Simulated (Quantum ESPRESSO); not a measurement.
**AlN (F-43m): a mode Grüneisen parameter, worked out**

By how much does an optical zone-centre mode of AlN (F-43m) shift under hydrostatic pressure?

Program: Quantum ESPRESSO 7.5. Level of theory: DFT PBE, scalar-relativistic, plane waves, PseudoDojo norm-conserving pseudopotentials. Results are calculated unless marked as measured.

## (1) The relaxed structure

It takes space group F-43m (No. 216, cubic). The conventional cell has a = 4.400 Å, b = 4.400 Å, c = 4.400 Å, α = 90.00°, β = 90.00°, γ = 90.00°. Nearest to Al lie 4 N at 1.91 Å. Nearest to N lie 4 Al at 1.91 Å. Farther neighbours and most contacts between anions are not listed.

As a file:

```cif
data_structure
_symmetry_space_group_name_H-M 'P 1'
_symmetry_Int_Tables_number 1
_cell_length_a 3.1115
_cell_length_b 3.1115
_cell_length_c 3.1115
_cell_angle_alpha 60.000
_cell_angle_beta 60.000
_cell_angle_gamma 60.000
_cell_volume 21.30
loop_
_atom_site_label
_atom_site_type_symbol
_atom_site_fract_x
_atom_site_fract_y
_atom_site_fract_z
_atom_site_occupancy
Al1 Al 0.00000 0.00000 0.00000 1
N2 N 0.75000 0.75000 0.75000 1
```

This is the cell after its relaxation at this level of theory, not the database cell from which that began.

## (2) Runs at several volumes

The relaxed cell is scaled uniformly; in this structure symmetry fixes all atoms, so nothing has to be relaxed anew. Each volume gets a ground state and a response at Γ. The mode followed is the highest one without the macroscopic field, of symmetry T2; longitudinal polar modes lie higher. Cutoff 92 Ry, k mesh 12×12×12.

From the response at V/V₀ = 0.97:

Log:

```text
[banners, grids, parts of the stress and lines that vanish by symmetry left out]
Program PHONON v.7.5
     Reading xml data from directory:

[...]
Exchange-correlation= PBE
                           (   1   4   3   4   0   0   0)
[...]
kinetic-energy cut-off    =      92.0000  Ry
     charge density cut-off    =     368.0000  Ry
     convergence threshold     =      1.0E-18
[...]
Exchange-correlation= PBE
                           (   1   4   3   4   0   0   0)
[...]
q = (   0.0000000   0.0000000   0.0000000 )
     25 Sym.Ops. (with q -> -q+G )
     G cutoff =  631.5967  (  16529 G-vectors)     FFT grid: ( 36, 36, 36)
     number of k points=    72
[...]
Mode symmetry, T_d (-43m)  point group:
[...]
Dielectric constant
[...]
End of electric fields calculation
          Dielectric constant in cartesian axis
          (       4.525011937      -0.000000000      -0.000000000 )
          (      -0.000000000       4.525011937       0.000000000 )
          (       0.000000000       0.000000000       4.525011937 )
          Effective charges (d Force / dE) in cartesian axis without acoustic sum rule applied (asr)
           atom    1  Al    Mean Z*:        2.52216
      Ex  (        2.52216       -0.00000        0.00000 )
      Ey  (       -0.00000        2.52216       -0.00000 )
      Ez  (        0.00000       -0.00000        2.52216 )
           atom    2  N     Mean Z*:       -2.52200
      Ex  (       -2.52200       -0.00000       -0.00000 )
      Ey  (       -0.00000       -2.52200       -0.00000 )
      Ez  (       -0.00000        0.00000       -2.52200 )
          Effective charges Sum: Mean:        0.00015
[...]
Effective charges (d Force / dE) in cartesian axis with asr applied:
           atom    1  Al    Mean Z*:        2.52208
[...]
atom    2  N     Mean Z*:       -2.52208
[...]
Representation #   1 modes #   1   2   3
[...]
End of self-consistent calculation
     Convergence has been achieved
     Representation #   2 modes #   4   5   6
[...]
End of self-consistent calculation
     Convergence has been achieved
[...]
Dielectric constant in cartesian axis
          (       4.525011937      -0.000000000      -0.000000000 )
          (      -0.000000000       4.525011937       0.000000000 )
          (       0.000000000       0.000000000       4.525011937 )
          Effective charges (d Force / dE) in cartesian axis without acoustic sum rule applied (asr)
           atom    1  Al    Mean Z*:        2.52216
      Ex  (        2.52216       -0.00000        0.00000 )
      Ey  (       -0.00000        2.52216       -0.00000 )
      Ez  (        0.00000       -0.00000        2.52216 )
           atom    2  N     Mean Z*:       -2.52200
      Ex  (       -2.52200       -0.00000       -0.00000 )
      Ey  (       -0.00000       -2.52200       -0.00000 )
      Ez  (       -0.00000        0.00000       -2.52200 )
          Effective charges Sum: Mean:        0.00015
[...]
Effective charges (d Force / dE) in cartesian axis with asr applied:
           atom    1  Al    Mean Z*:        2.52208
[...]
atom    2  N     Mean Z*:       -2.52208
[...]
q = (    0.000000000   0.000000000   0.000000000 )
[...]
freq (    1) =      -0.035584 [THz] =      -1.186946 [cm-1]
     freq (    2) =      -0.035584 [THz] =      -1.186946 [cm-1]
     freq (    3) =      -0.035584 [THz] =      -1.186946 [cm-1]
     freq (    4) =      20.129157 [THz] =     671.436405 [cm-1]
     freq (    5) =      20.129157 [THz] =     671.436405 [cm-1]
     freq (    6) =      20.129157 [THz] =     671.436405 [cm-1]
[...]
Mode symmetry, T_d (-43m)  point group:
     freq (   1-   3) =         -1.2  [cm-1]   --> T_2  G_15 P_4   I+R
     freq (   4-   6) =        671.4  [cm-1]   --> T_2  G_15 P_4   I+R

   JOB DONE.
```

One volume, V/V₀ = 1, is held back as a test.

```tsv
V/V₀	volume (Å³/atom)	pressure (GPa)	ω (cm⁻¹)
0.97	10.331	6.26	671.44
1	10.650	0.02	held back
1.03	10.970	-5.36	615.32
```

## (3) The fit

The mode Grüneisen parameter is γ = −d ln ω / d ln V.

```tsv
ln(V/V₀)	ln ω
-0.0305	6.5094
0.0296	6.4221
```

A straight line through these points has the slope -1.454, so γ = 1.45; at V/V₀ = 1 it predicts ω = exp(6.4651 + 0.0000) = 642.35 cm⁻¹.

A parabola of pressure against ln V through V/V₀ = 0.97, 1 and 1.03 gives the bulk modulus B = −dP/d ln V = 193 GPa at V₀. With ω₀ from the fitted line the pressure coefficient follows as dω/dP = γ ω₀ / B = 1.45 × 642.3 / 193 = 4.83 cm⁻¹/GPa.

## (4) The run that was held back

Log:

```text
[banners, grids, parts of the stress and lines that vanish by symmetry left out]
[banner, memory and clock lines left out]
Program PHONON v.7.5

[...]
Exchange-correlation= PBE
                           (   1   4   3   4   0   0   0)
[...]
(   8 q-points):
[...]
kinetic-energy cut-off    =      92.0000  Ry
     charge density cut-off    =     368.0000  Ry
     convergence threshold     =      1.0E-18
[...]
Exchange-correlation= PBE
                           (   1   4   3   4   0   0   0)
[...]
q = (   0.0000000   0.0000000   0.0000000 )
     25 Sym.Ops. (with q -> -q+G )
     G cutoff =  644.5531  (  17153 G-vectors)     FFT grid: ( 36, 36, 36)
     number of k points=    72
[...]
Mode symmetry, T_d (-43m)  point group:
[...]
Dielectric constant
[...]
End of electric fields calculation
          Dielectric constant in cartesian axis
          (       4.581830068      -0.000000000      -0.000000000 )
          (      -0.000000000       4.581830068       0.000000000 )
          (      -0.000000000      -0.000000000       4.581830068 )
          Effective charges (d Force / dE) in cartesian axis without acoustic sum rule applied (asr)
           atom    1  Al    Mean Z*:        2.52648
      Ex  (        2.52648       -0.00000       -0.00000 )
      Ey  (       -0.00000        2.52648       -0.00000 )
      Ez  (       -0.00000        0.00000        2.52648 )
           atom    2  N     Mean Z*:       -2.52632
      Ex  (       -2.52632        0.00000        0.00000 )
      Ey  (        0.00000       -2.52632        0.00000 )
[...]
Convergence has been achieved
[...]
q = (    0.000000000  -1.000000000   0.000000000 )
[...]
freq (    5) =      19.418799 [THz] =     647.741400 [cm-1]
     freq (    6) =      20.932660 [THz] =     698.238368 [cm-1]
[...]
Mode symmetry, D_2d (-42m) point group:
     freq (   1-   2) =        333.7  [cm-1]   --> E    X_5  W_3
     freq (   3-   3) =        574.4  [cm-1]   --> B_2  X_3  W_2
     freq (   4-   5) =        647.7  [cm-1]   --> E    X_5  W_3
     freq (   6-   6) =        698.2  [cm-1]   --> A_1  X_1  W_1
[...]
Mode symmetry, S_4 (-4)    point group:
[...]
Convergence has been achieved
[...]
Convergence has been achieved
[...]
Convergence has been achieved
[...]
Convergence has been achieved
     Representation #   5 mode #   5
[...]
End of self-consistent calculation
     Convergence has been achieved
     Representation #   6 mode #   6
[...]
End of self-consistent calculation
     Convergence has been achieved
[...]
q = (   -0.500000000  -1.000000000   0.000000000 )
[...]
freq (    1) =      10.947381 [THz] =     365.165334 [cm-1]
     freq (    2) =      12.297836 [THz] =     410.211669 [cm-1]
     freq (    3) =      14.898670 [THz] =     496.966147 [cm-1]
     freq (    4) =      19.193746 [THz] =     640.234457 [cm-1]
     freq (    5) =      19.564471 [THz] =     652.600514 [cm-1]
     freq (    6) =      21.151307 [THz] =     705.531673 [cm-1]
[...]
Mode symmetry, S_4 (-4)    point group:
     freq (   1-   1) =        365.2  [cm-1]   --> B    W_3
     freq (   2-   2) =        410.2  [cm-1]   --> E    W_4
     freq (   3-   3) =        497.0  [cm-1]   --> E*   W_2
     freq (   4-   4) =        640.2  [cm-1]   --> A    W_1
     freq (   5-   5) =        652.6  [cm-1]   --> E    W_4
     freq (   6-   6) =        705.5  [cm-1]   --> B    W_3
```

It gives 642.56 cm⁻¹ against the predicted 642.35 cm⁻¹, a miss of 0.2 cm⁻¹.

## (5) Summary of results

```json
{
 "mode Grüneisen parameter": "1.454",
 "bulk modulus": "193 GPa",
 "pressure coefficient": "4.83 cm⁻¹/GPa"
}
```

In words: The highest optical mode of AlN (F-43m) without the LO-TO term stiffens by 4.83 cm⁻¹ a GPa near the relaxed volume, with γ = 1.45. The power law meets all 3 runs within 0.04 %; between neighbouring volumes γ runs from 1.44 to 1.47. Such a coefficient turns a measured shift of this mode into a hydrostatic stress; uniaxial or biaxial stress splits the mode and needs deformation potentials. These are harmonic values at zero temperature for the structure held cubic, which a run at Γ can't show to be stable; the bulk modulus rests on three points.

[Host names and launcher messages were left out of these logs when they were recorded.]

[Logs are printed without paths, hosts, clocks, repeated set-up lines and the standing remarks that a program may print on its own settings, such as how far it seeks lower states.]

[Hosts, paths, dates, database ids (printed as entryN), source tags and the programs' standing remarks are cut or masked in the printed files.]
